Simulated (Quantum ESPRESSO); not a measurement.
## MnSi: energy over the lowest, no spin polarisation against volume, fitted and tested on a withheld row

System: MnSi, 4 Mn and 4 Si in the cell, space group P2_13. From the study “MnSi: magnetism against volume”.

Method: PBE; plane waves with GBRV 1.5 PBE potentials (Quantum ESPRESSO 7.5). Settings shared by all rows: cutoff 544.23 eV, 6×6×6 k-mesh, fermi-dirac occupations, smearing width 0.05 eV. Only a parallel start was run beside the spinless one, so opposed or spiral orders, which may lie lower, are not probed.

The table, with one value held back:

| volume (factor) | energy over the lowest, no spin polarisation (meV an atom) |
| --- | --- |
| 0.91 | ? |
| 0.94 | 29.4 |
| 0.97 | 25.9 |
| 1 | 37.2 |
| 1.03 | 61.0 |
| 1.06 | 95.4 |
| 1.09 | 138.6 |

Q: What energy over the lowest, no spin polarisation should the row at volume = 0.91 factor hold? Fit a suitable law to the other rows.

**Law.** Energy against volume follows the Birch–Murnaghan form, which is a polynomial in the Eulerian strain: third order, a cubic in t = (V/1)^(−2/3) − 1. In symbols, E = c0 + c1 t + c2 t² + c3 t³, with energy over the lowest, no spin polarisation in meV an atom.

**Fit.** Least squares on 6 rows gives c0 = 37.204, c1 = -896.107, c2 = 16708.5 and c3 = 4094.54.

| volume (factor) | t | computed | fit | computed − fit |
| --- | --- | --- | --- | --- |
| 0.94 | 0.042113 | 29.4 | 29.40 | 0.00 |
| 0.97 | 0.020514 | 25.9 | 25.89 | 0.01 |
| 1 | 0 | 37.2 | 37.20 | 0.00 |
| 1.03 | -0.019513 | 61.0 | 61.02 | -0.02 |
| 1.06 | -0.038101 | 95.4 | 95.38 | 0.02 |
| 1.09 | -0.055833 | 138.6 | 138.61 | -0.01 |

The slope vanishes at t = 0.02656, so the minimum lies at V = 1 × (1 + t)^(−3/2) = 0.9614. That is the minimum of this magnetic state alone.

**Prediction.** At volume = 0.91 factor, t = 0.064892, so the law predicts 50.53 meV an atom. The computed value is 50.4 meV an atom, 0.13 below the prediction. The row lies beyond the fitted rows, so this is an extrapolation. The miss is 9 times the rms residual of the fit, 0.01.

[Hosts, paths, dates, database ids (printed as entryN), source tags and the programs' standing remarks are cut or masked in the printed files.]

[Where a cell is said to come from a database of computed structures, the database is the Materials Project.]
